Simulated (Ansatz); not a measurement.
# LiHgBr3 (built on the sites of a database entry of CsHgF3): a soft mode frozen in, part 2 of 3

Which phase does LiHgBr3 (built on the sites of a database entry of CsHgF3) fall into along its unstable mode, and how much energy does it gain?

Ansatz 0.2.0; DFT PBEsol, scalar-relativistic, plane waves, PAW.

So far, highest frequency on the path or at a solved wavevector (cm⁻¹): step 2 (the dispersion) 185. Also lowest frequency on the path (cm⁻¹): step 2 -170.

The structure was built from a prototype and need not be the compound's stable phase.

## (6) Relaxation from the frozen mode

Starting from the lowest point found, all atoms and the cell are let go, so that strain and other modes of the same symmetry can join in.

Contents of input.yaml:

```yaml
crystal:
  lattice:
    - [5.4589240501, 0.0, 0.0]
    - [0.0, 5.4589240501, 0.0]
    - [0.0, 0.0, 5.4589240501]
  atoms:
    - { symbol: Li, position: [0.0, 0.0777193573, 0.0777193573] }
    - { symbol: Hg, position: [0.5, 0.5004407436, 0.5004407436] }
    - { symbol: Br, position: [0.0, 0.4961109977, 0.4961109977] }
    - { symbol: Br, position: [0.5, -7.86981e-05, 0.4961109977] }
    - { symbol: Br, position: [0.5, 0.4961109977, -7.86981e-05] }
kpoints:
  mp_grid: { grid: [8, 8, 8] }
hamiltonian:
  xc: pbesol
scf:
  occupations: { method: methfessel_paxton, width: 0.2 }
output:
  forces: true
  stress: true
  eigenvalues: true
relax:
  adjacent_minimum: "off"
  f_tol: 0.002
  max_steps: 120
  cell: { stress_tol: 0.03 }
```

On the command line:

```console
ansatz run input.yaml --threads 8 --pin off --max-ram 14336MiB --backend cpu --events-out ev --progress --plain --runs-dir out
```

Numbers of over 12 decimals in the logs are rounded to 6 here.

Log:

```text
[...]
Crystal: 5 atoms, lattice volume = 162.675 Å³
Basis set: ecut = 420 eV, 3191 PW (Γ), exchange–correlation on 80×80×80 points (8 copies of the dense FFT grid, shifted against one another)
Bands: 27, of which v1, the nominal top of the filled ones, is band 22 counted from 1 (21 counted from 0)
Symmetry: 4 space group operations
[...]
k-points: 105 of 512 (time reversal used)
[...]
SCF iter   1: F=—  HF=-22083.450600 eV  |F-HF|=—  |Δ(HF+E_count)|=         —  Δρ=2.14e-3  dr2=8.82e-3  ethr=1.77e-3  ⟨swp⟩=6.7  Hψ=13477  notcnv=0
[...]
SCF iter   8: F=-22083.451385 eV  HF=-22083.451385 eV  |F-HF|=1.63e-8  |Δ(HF+E_count)|=   2.55e-7  S|Δr|=    0.00e0  Δρ=1.71e-6  dr2=9.83e-9  ethr=2.27e-10  ⟨swp⟩=9.5  Hψ=14055  notcnv=0
SCF 1 converged in 8 iterations: F = -22083.451385 eV  dr2 = 9.83e-9
[...]
relax step   1: F+E_penalty+E_count = -22083.45138457 eV  Δ(F+E_penalty+E_count) = +0.000e0 eV  max|allowed force component| = 2.859e-1 eV/Å  Δτ_max = 0.0000 Å  P = +0.031 GPa  Ω = 162.675 Å³  (8 SCF iters, dr2 threshold 1.00e-7 eV, accepted)
Crystal: 5 atoms, lattice volume = 164.365 Å³
Basis set: ecut = 420 eV, 3207 PW (Γ), exchange–correlation on 80×80×80 points (8 copies of the dense FFT grid, shifted against one another)
[...]
SCF iter   6: F=-22083.582911 eV  HF=-22083.582911 eV  |F-HF|=4.82e-8  |Δ(HF+E_count)|=   1.82e-7  S|Δr|=    0.00e0  Δρ=5.85e-6  dr2=6.33e-8  ethr=1.14e-9  ⟨swp⟩=7.8  Hψ=13975  notcnv=0
SCF 2 converged in 6 iterations: F = -22083.582911 eV  dr2 = 6.33e-8
relax step   2: F+E_penalty+E_count = -22083.58291118 eV  Δ(F+E_penalty+E_count) = -1.315e-1 eV  max|allowed force component| = 3.619e-1 eV/Å  Δτ_max = 0.1949 Å  P = -0.210 GPa  Ω = 164.365 Å³  energy of the carried Pulay correction = -1.615e-4 eV  (6 SCF iters, dr2 threshold 5.00e-7 eV, accepted)
Crystal: 5 atoms, lattice volume = 165.104 Å³
Basis set: ecut = 420 eV, 3219 PW (Γ), exchange–correlation on 80×80×80 points (8 copies of the dense FFT grid, shifted against one another)
[...]
SCF iter   6: F=-22083.726923 eV  HF=-22083.726923 eV  |F-HF|=9.86e-9  |Δ(HF+E_count)|=   3.50e-7  S|Δr|=    0.00e0  Δρ=3.78e-6  dr2=3.94e-8  ethr=1.14e-9  ⟨swp⟩=5.6  Hψ=11310  notcnv=0
SCF 3 converged in 6 iterations: F = -22083.726923 eV  dr2 = 3.94e-8
relax step   3: F+E_penalty+E_count = -22083.72692342 eV  Δ(F+E_penalty+E_count) = -1.440e-1 eV  max|allowed force component| = 3.483e-1 eV/Å  Δτ_max = 0.1987 Å  P = -0.205 GPa  Ω = 165.104 Å³  energy of the carried Pulay correction = -2.315e-4 eV  (6 SCF iters, dr2 threshold 5.00e-7 eV, accepted)
[... from here on, the SCF cycles and remarks between the steps are left out ...]
relax step   4: F+E_penalty+E_count = -22083.84441283 eV  Δ(F+E_penalty+E_count) = -1.175e-1 eV  max|allowed force component| = 1.699e-1 eV/Å  Δτ_max = 0.1950 Å  P = +0.361 GPa  Ω = 164.188 Å³  energy of the carried Pulay correction = -1.447e-4 eV  (7 SCF iters, dr2 threshold 5.00e-7 eV, accepted)
relax step   5: F+E_penalty+E_count = -22083.91035491 eV  Δ(F+E_penalty+E_count) = -6.594e-2 eV  max|allowed force component| = 1.925e-1 eV/Å  Δτ_max = 0.1904 Å  P = -0.218 GPa  Ω = 167.847 Å³  energy of the carried Pulay correction = -4.889e-4 eV  (7 SCF iters, dr2 threshold 5.00e-7 eV, accepted)
relax step   6: F+E_penalty+E_count = -22083.88742921 eV  Δ(F+E_penalty+E_count) = +2.293e-2 eV  max|allowed force component| = 3.527e-1 eV/Å  Δτ_max = 0.1950 Å  P = +0.626 GPa  Ω = 165.707 Å³  energy of the carried Pulay correction = -2.884e-4 eV  (7 SCF iters, dr2 threshold 5.00e-7 eV, rejected (line search))
relax step   7: F+E_penalty+E_count = -22083.94191753 eV  Δ(F+E_penalty+E_count) = -3.156e-2 eV  max|allowed force component| = 9.322e-2 eV/Å  Δτ_max = 0.0938 Å  P = -0.005 GPa  Ω = 167.345 Å³  energy of the carried Pulay correction = -4.421e-4 eV  (10 SCF iters, accepted)
relax step   8: F+E_penalty+E_count = -22083.96538552 eV  Δ(F+E_penalty+E_count) = -2.347e-2 eV  max|allowed force component| = 1.290e-1 eV/Å  Δτ_max = 0.0974 Å  P = +0.093 GPa  Ω = 167.252 Å³  energy of the carried Pulay correction = -4.335e-4 eV  (6 SCF iters, dr2 threshold 5.00e-7 eV, accepted)
relax step   9: F+E_penalty+E_count = -22084.01319976 eV  Δ(F+E_penalty+E_count) = -4.781e-2 eV  max|allowed force component| = 2.175e-1 eV/Å  Δτ_max = 0.1461 Å  P = +0.077 GPa  Ω = 167.541 Å³  energy of the carried Pulay correction = -4.603e-4 eV  (7 SCF iters, dr2 threshold 5.00e-7 eV, accepted)
relax step  10: F+E_penalty+E_count = -22084.09863455 eV  Δ(F+E_penalty+E_count) = -8.543e-2 eV  max|allowed force component| = 2.270e-1 eV/Å  Δτ_max = 0.1949 Å  P = -0.142 GPa  Ω = 168.411 Å³  energy of the carried Pulay correction = -5.412e-4 eV  (7 SCF iters, dr2 threshold 5.00e-7 eV, accepted)
relax step  11: F+E_penalty+E_count = -22084.18452411 eV  Δ(F+E_penalty+E_count) = -8.589e-2 eV  max|allowed force component| = 7.271e-2 eV/Å  Δτ_max = 0.1947 Å  P = +0.018 GPa  Ω = 168.633 Å³  energy of the carried Pulay correction = -5.618e-4 eV  (7 SCF iters, dr2 threshold 5.00e-7 eV, accepted)
relax step  12: F+E_penalty+E_count = -22084.18082807 eV  Δ(F+E_penalty+E_count) = +3.696e-3 eV  max|allowed force component| = 3.400e-1 eV/Å  Δτ_max = 0.1914 Å  P = -0.677 GPa  Ω = 168.444 Å³  energy of the carried Pulay correction = -5.443e-4 eV  (7 SCF iters, dr2 threshold 5.00e-7 eV, rejected (line search))
relax step  13: F+E_penalty+E_count = -22084.22628605 eV  Δ(F+E_penalty+E_count) = -4.176e-2 eV  max|allowed force component| = 7.236e-2 eV/Å  Δτ_max = 0.0515 Å  P = +0.228 GPa  Ω = 168.383 Å³  energy of the carried Pulay correction = -5.387e-4 eV  (10 SCF iters, accepted)
relax step  14: F+E_penalty+E_count = -22084.25855820 eV  Δ(F+E_penalty+E_count) = -3.227e-2 eV  max|allowed force component| = 4.761e-2 eV/Å  Δτ_max = 0.0302 Å  P = +0.216 GPa  Ω = 168.649 Å³  energy of the carried Pulay correction = -5.633e-4 eV  (6 SCF iters, dr2 threshold 5.00e-7 eV, accepted)
relax step  15: F+E_penalty+E_count = -22084.29933497 eV  Δ(F+E_penalty+E_count) = -4.078e-2 eV  max|allowed force component| = 4.976e-2 eV/Å  Δτ_max = 0.0335 Å  P = +0.250 GPa  Ω = 170.415 Å³  energy of the carried Pulay correction = -7.260e-4 eV  (6 SCF iters, dr2 threshold 5.00e-7 eV, accepted)
[...]
relax step  23: F+E_penalty+E_count = -22084.44873737 eV  Δ(F+E_penalty+E_count) = -4.630e-2 eV  max|allowed force component| = 2.218e-2 eV/Å  Δτ_max = 0.0381 Å  P = +0.303 GPa  Ω = 175.668 Å³  energy of the carried Pulay correction = -3.077e-4 eV  (6 SCF iters, dr2 threshold 5.00e-7 eV, accepted)
relax step  24: F+E_penalty+E_count = -22084.48826509 eV  Δ(F+E_penalty+E_count) = -3.953e-2 eV  max|allowed force component| = 4.164e-2 eV/Å  Δτ_max = 0.0304 Å  P = +0.162 GPa  Ω = 178.650 Å³  energy of the carried Pulay correction = -5.556e-4 eV  (6 SCF iters, dr2 threshold 5.00e-7 eV, accepted)
relax step  25: F+E_penalty+E_count = -22084.51898156 eV  Δ(F+E_penalty+E_count) = -3.072e-2 eV  max|allowed force component| = 4.383e-2 eV/Å  Δτ_max = 0.0340 Å  P = +0.083 GPa  Ω = 181.004 Å³  energy of the carried Pulay correction = -7.335e-4 eV  (6 SCF iters, dr2 threshold 5.00e-7 eV, accepted)
relax step  26: F+E_penalty+E_count = -22084.53777076 eV  Δ(F+E_penalty+E_count) = -1.879e-2 eV  max|allowed force component| = 6.003e-2 eV/Å  Δτ_max = 0.0425 Å  P = +0.084 GPa  Ω = 183.363 Å³  energy of the carried Pulay correction = -8.917e-4 eV  (6 SCF iters, dr2 threshold 5.00e-7 eV, accepted)
relax step  27: F+E_penalty+E_count = -22084.51275773 eV  Δ(F+E_penalty+E_count) = +2.501e-2 eV  max|allowed force component| = 3.465e-1 eV/Å  Δτ_max = 0.0769 Å  P = -0.670 GPa  Ω = 184.059 Å³  energy of the carried Pulay correction = -9.013e-4 eV  (7 SCF iters, dr2 threshold 2.25e-7 eV, rejected (line search))
relax step  28: F+E_penalty+E_count = -22084.54213428 eV  Δ(F+E_penalty+E_count) = -4.364e-3 eV  max|allowed force component| = 2.460e-2 eV/Å  Δτ_max = 0.0250 Å  P = +0.076 GPa  Ω = 183.097 Å³  energy of the carried Pulay correction = -8.429e-4 eV  (10 SCF iters, accepted)
relax step  29: F+E_penalty+E_count = -22084.54278042 eV  Δ(F+E_penalty+E_count) = -6.461e-4 eV  max|allowed force component| = 6.074e-3 eV/Å  Δτ_max = 0.0150 Å  P = +0.008 GPa  Ω = 183.047 Å³  energy of the carried Pulay correction = -8.310e-4 eV  (6 SCF iters, dr2 threshold 4.51e-8 eV, accepted)
relax step  30: F+E_penalty+E_count = -22084.54276012 eV  Δ(F+E_penalty+E_count) = +2.030e-5 eV  max|allowed force component| = 5.987e-3 eV/Å  Δτ_max = 0.0053 Å  P = -0.012 GPa  Ω = 183.229 Å³  energy of the carried Pulay correction = -8.471e-4 eV  (7 SCF iters, dr2 threshold 2.31e-9 eV, rejected (line search))
relax step  31: F+E_penalty+E_count = -22084.54279637 eV  Δ(F+E_penalty+E_count) = -1.595e-5 eV  max|allowed force component| = 2.477e-4 eV/Å  Δτ_max = 0.0020 Å  P = +0.003 GPa  Ω = 183.166 Å³  energy of the carried Pulay correction = -8.410e-4 eV  (8 SCF iters, accepted)
relax step  32: F+E_penalty+E_count = -22084.55709921 eV  Δ(F+E_penalty+E_count) = -1.430e-2 eV  max|allowed force component| = 1.110e-3 eV/Å  Δτ_max = 0.0000 Å  P = +0.151 GPa  Ω = 183.166 Å³  stress off target by 4.15e-1 GPa  SCF on the basis re-selected at this cell (its energy is not comparable with the rows above)  (8 SCF iters)
relax step  33: F+E_penalty+E_count = -22084.56226980 eV  Δ(F+E_penalty+E_count) = -5.171e-3 eV  max|allowed force component| = 7.288e-3 eV/Å  Δτ_max = 0.0126 Å  P = +0.085 GPa  Ω = 184.530 Å³  energy of the carried Pulay correction = -1.198e-4 eV  (5 SCF iters, dr2 threshold 4.31e-7 eV, accepted)
relax step  34: F+E_penalty+E_count = -22084.56782918 eV  Δ(F+E_penalty+E_count) = -5.559e-3 eV  max|allowed force component| = 1.686e-2 eV/Å  Δτ_max = 0.0170 Å  P = +0.020 GPa  Ω = 185.524 Å³  energy of the carried Pulay correction = -2.051e-4 eV  (5 SCF iters, dr2 threshold 2.46e-7 eV, accepted)
relax step  35: F+E_penalty+E_count = -22084.57119322 eV  Δ(F+E_penalty+E_count) = -3.364e-3 eV  max|allowed force component| = 3.316e-2 eV/Å  Δτ_max = 0.0255 Å  P = -0.033 GPa  Ω = 186.834 Å³  energy of the carried Pulay correction = -3.146e-4 eV  (6 SCF iters, dr2 threshold 7.08e-8 eV, accepted)
relax step  36: F+E_penalty+E_count = -22084.56964640 eV  Δ(F+E_penalty+E_count) = +1.547e-3 eV  max|allowed force component| = 1.006e-1 eV/Å  Δτ_max = 0.0097 Å  P = +0.164 GPa  Ω = 186.531 Å³  energy of the carried Pulay correction = -2.837e-4 eV  (6 SCF iters, dr2 threshold 6.87e-8 eV, rejected (line search))
relax step  37: F+E_penalty+E_count = -22084.57143209 eV  Δ(F+E_penalty+E_count) = -2.389e-4 eV  max|allowed force component| = 1.867e-3 eV/Å  Δτ_max = 0.0024 Å  P = -0.002 GPa  Ω = 186.952 Å³  energy of the carried Pulay correction = -3.232e-4 eV  (9 SCF iters, accepted)
relax step  38: F+E_penalty+E_count = -22084.57143224 eV  Δ(F+E_penalty+E_count) = -1.474e-7 eV  max|allowed force component| = 2.292e-3 eV/Å  Δτ_max = 0.0028 Å  P = -0.005 GPa  Ω = 186.984 Å³  energy of the carried Pulay correction = -3.258e-4 eV  (8 SCF iters, accepted)
relax step  39: F+E_penalty+E_count = -22084.57143750 eV  Δ(F+E_penalty+E_count) = -5.263e-6 eV  max|allowed force component| = 4.848e-4 eV/Å  Δτ_max = 0.0011 Å  P = +0.000 GPa  Ω = 186.969 Å³  energy of the carried Pulay correction = -3.241e-4 eV  (6 SCF iters, dr2 threshold 3.28e-10 eV, accepted)
[...]
SCF iter   7: F=-22084.571660 eV  HF=-22084.571660 eV  |F-HF|=3.64e-11  |Δ(HF+E_count)|=  1.64e-10  S|Δr|=    0.00e0  Δρ=6.52e-8  dr2=1.72e-11  ethr=1.00e-12  ⟨swp⟩=7.3  Hψ=18091  notcnv=0
SCF 40 converged in 7 iterations: F = -22084.571660 eV  dr2 = 1.72e-11
relax step  40: F+E_penalty+E_count = -22084.57165979 eV  Δ(F+E_penalty+E_count) = -2.223e-4 eV  max|allowed force component| = 5.356e-4 eV/Å  Δτ_max = 0.0000 Å  P = -0.001 GPa  Ω = 186.969 Å³  stress off target by 3.87e-3 GPa  SCF on the basis re-selected at this cell (its energy is not comparable with the rows above)  (7 SCF iters)
[...]
SCF converged after 7 iterations
[...]
Free energy (F): -22084.571660 eV
[...]
Internal energy: -22084.571660 eV  (E = F + TS)
E sigma→0 (E₀):  -22084.571660 eV
Fermi energy:    1.447679 eV
[...]
--- Forces (eV/Å), atoms counted from 1 ---
  atom   1  Li    -0.00000000     0.00016677     0.00016677
  atom   2  Hg    -0.00000000    -0.00039078    -0.00039078
  atom   3  Br     0.00000000    -0.00004401    -0.00004401
  atom   4  Br     0.00000000    -0.00026687     0.00053573
  atom   5  Br    -0.00000000     0.00053573    -0.00026687
  max |Σ_I F_I| component: 8.36e-7 eV/Å
--- Stress (GPa, compression-positive) ---
       -0.000927       0.000000       0.000000
        0.000000      -0.001570      -0.002302
        0.000000      -0.002302      -0.001570
  P = ⅓ Tr σ = -0.0014 GPa (-0.014 kbar)
--- Band table (eV; the first three rows and the last of 105) ---
  k-point 0: bands = [... 18 lower, 0.2892, 0.3440, 0.4109, 0.5723, 2.2556, 5.8691, 6.4926, 6.8920, ... 1 higher]
  k-point 1: bands = [... 18 lower, 0.2447, 0.2640, 0.4210, 0.4670, 2.4816, 5.9396, 6.5510, 6.9264, ... 1 higher]
  k-point 2: bands = [... 18 lower, 0.0347, 0.1390, 0.4334, 0.4439, 2.9198, 6.1284, 6.6762, 7.0440, ... 1 higher]
  k-point 104: bands = [... 18 lower, -0.3110, -0.1167, 0.1814, 0.5472, 2.9160, 5.5268, 6.8836, 7.2848, ... 1 higher]
--- Relaxed structure (37 steps of the walk, 32 accepted, 3 SCFs on fresh bases) ---
  F+E_penalty+E_count = -22084.57165979 eV   max|allowed force component| = 5.356e-4 eV/Å   (the final SCF, on the basis selected at the relaxed cell)
  cell:  # Å, volume = 186.9693 Å³
    - [4.045699, 0, 0]
    - [0, 6.955749, 1.472445]
    - [0, 1.472445, 6.955749]
  atoms:
    - { symbol: Li, position: [0, 0.190955, 0.190955] }
    - { symbol: Hg, position: [0.5, 0.571438, 0.571438] }
    - { symbol: Br, position: [0, 0.425472, 0.425472] }
    - { symbol: Br, position: [0.5, -0.030408, 0.412846] }
    - { symbol: Br, position: [0.5, 0.412846, -0.030408] }
```

Elapsed: 3.9 min, on 8 threads of Arm Neoverse V2, shared host; peak memory 0.89 GiB; 30 min of CPU time.

The steps of the relaxation (22 of 40):

| step | energy less that of the first step (eV) | largest force component (eV/Å) | pressure (GPa) | volume (Å³) |
| --- | --- | --- | --- | --- |
| 1 | 0.0000 | 0.2859 | 0.03 | 162.68 |
| 3 | -0.2755 | 0.3483 | -0.20 | 165.10 |
| 5 | -0.4590 | 0.1925 | -0.22 | 167.85 |
| 7 | -0.4905 | 0.0932 | 0.00 | 167.34 |
| 8 | -0.5140 | 0.1290 | 0.09 | 167.25 |
| 10 | -0.6472 | 0.2270 | -0.14 | 168.41 |
| 12 | -0.7294 | 0.3400 | -0.68 | 168.44 |
| 14 | -0.8072 | 0.0476 | 0.22 | 168.65 |
| 16 | -0.8879 | 0.0523 | -0.07 | 172.81 |
| 18 | -0.8989 | 0.1144 | 0.22 | 171.51 |
| 20 | -0.9014 | 0.0022 | -0.02 | 172.30 |
| 21 | -0.9014 | 0.0018 | 0.00 | 172.17 |
| 23 | -0.9974 | 0.0222 | 0.30 | 175.67 |
| 25 | -1.0676 | 0.0438 | 0.08 | 181.00 |
| 27 | -1.0614 | 0.3465 | -0.67 | 184.06 |
| 29 | -1.0914 | 0.0061 | 0.01 | 183.05 |
| 31 | -1.0914 | 0.0002 | 0.00 | 183.17 |
| 33 | -1.1109 | 0.0073 | 0.08 | 184.53 |
| 34 | -1.1164 | 0.0169 | 0.02 | 185.52 |
| 36 | -1.1183 | 0.1006 | 0.16 | 186.53 |
| 38 | -1.1200 | 0.0023 | -0.01 | 186.98 |
| 40* | -1.1203 | 0.0005 | 0.00 | 186.97 |

Relaxation steps marked * repeat the geometry before them on a plane-wave basis chosen anew for their cell, so energy and pressure can jump there. Other such steps can lie between the rows shown. Relaxation steps 6, 12, 27, 30, 36 were tried and not accepted.

Forces are held to the 4 operations that the run works with; a distortion that breaks them can't arise in this run.

| cell as run | before | after | change |
| --- | --- | --- | --- |
| a (Å) | 5.459 | 4.046 | -25.9 % |
| b (Å) | 5.459 | 7.110 | +30.2 % |
| c (Å) | 5.459 | 7.110 | +30.2 % |
| α (°) | 90.00 | 66.10 | -26.6 % |
| volume (Å³/atom) | 32.54 | 37.39 | +14.9 % |

The atoms that moved most (Å, as changes of fractional coordinates times the final cell):

| atom | dx | dy | dz | length |
| --- | --- | --- | --- | --- |
| Li1 | 0.000 | 0.954 | 0.954 | 1.350 |
| Hg2 | 0.000 | 0.598 | 0.598 | 0.846 |
| Br3 | 0.000 | -0.595 | -0.595 | 0.842 |
| Br4 | 0.000 | -0.334 | -0.624 | 0.707 |
| Br5 | 0.000 | -0.624 | -0.334 | 0.707 |

Final coordinates:

```xyz
5
Lattice="4.0457 0.0000 0.0000 0.0000 6.9557 1.4724 0.0000 1.4724 6.9557" Properties=species:S:1:pos:R:3 pbc="T T T"
Li    0.0000    1.6094    1.6094
Hg    2.0228    4.8162    4.8162
Br    0.0000    3.5860    3.5860
Br    2.0228    0.3964    2.8269
Br    2.0228    2.8269    0.3964
```

Numbers from this step:

```yaml
pressure: -0.001356 GPa
volume_per_atom: 37.39 Å³
gap_on_the_k_mesh: 1.683 eV
```

The distorted start has space group Amm2; the relaxation ends in Amm2.

## (7) The new phase in its own primitive cell

The relaxed structure is symmetrised, reduced to its primitive cell and relaxed tightly, as its phonons need.

Contents of input.yaml:

```yaml
crystal:
  lattice:
    - [4.0456989217, 0.0, 0.0]
    - [0.0, 3.8772813401, 5.9596329351]
    - [0.0, -3.8772813401, 5.9596329351]
  atoms:
    - { symbol: Li, position: [0.0, 0.1909550489, 0.1909550489] }
    - { symbol: Hg, position: [0.5, 0.5714376062, 0.5714376062] }
    - { symbol: Br, position: [0.0, 0.4254722535, 0.4254722535] }
    - { symbol: Br, position: [0.5, 0.9695920539, 0.4128464357] }
    - { symbol: Br, position: [0.5, 0.4128464357, 0.9695920539] }
kpoints:
  mp_grid: { grid: [6, 4, 4] }
hamiltonian:
  xc: pbesol
scf:
  occupations: { method: fixed }
output:
  forces: true
  stress: true
  eigenvalues: true
relax:
  adjacent_minimum: "off"
  f_tol: 0.001
  max_steps: 60
  cell: { stress_tol: 0.01 }
```

Log:

```text
[...]
Crystal: 5 atoms, lattice volume = 186.969 Å³
Basis set: ecut = 420 eV, 3655 PW (Γ), exchange–correlation on 60×96×96 points (8 copies of the dense FFT grid, shifted against one another)
Bands: 27, of which v1, the nominal top of the filled ones, is band 22 counted from 1 (21 counted from 0)
Symmetry: 4 space group operations
[...]
k-points: 28 of 96 (time reversal used)
[...]
cell:  # Å, volume = 186.9718 Å³
    - [4.045857, 0.0, 0.0]
    - [0.0, 3.877548, 5.959068]
    - [0.0, -3.877548, 5.959068]
  atoms:
    - { symbol: Li, position: [0, 0.190952, 0.190952] }
    - { symbol: Hg, position: [0.5, 0.571419, 0.571419] }
    - { symbol: Br, position: [0, 0.425459, 0.425459] }
    - { symbol: Br, position: [0.5, 0.969549, 0.412925] }
    - { symbol: Br, position: [0.5, 0.412925, 0.969549] }
[key lines of the parts left out:]
SCF converged after 6 iterations
Free energy (F): -22084.570888 eV
Fermi energy:    0.572525 eV
P = ⅓ Tr σ = 0.0000 GPa (0.000 kbar)
```

The job ended after 6.7 s (8 threads; peak memory 0.62 GiB; 49 s of CPU time).

Little changed from the start: no atom moved by 0.005 Å and no cell edge by 0.1 %.

This step gave:

* pressure: 3.30e-5 GPa
* direct gap on mesh: 1.683 eV

The largest force component left is 0.18 meV/Å and the pressure is 0.000 GPa, within the tolerances set. The cell now holds 37.39 Å³/atom.

[end of part 2 of 3]

[Logs are printed without paths, hosts, clocks, repeated set-up lines and the standing remarks that a program may print on its own settings, such as how far it seeks lower states.]

[Hosts, paths, dates, database ids (printed as entryN), source tags and the programs' standing remarks are cut or masked in the printed files.]
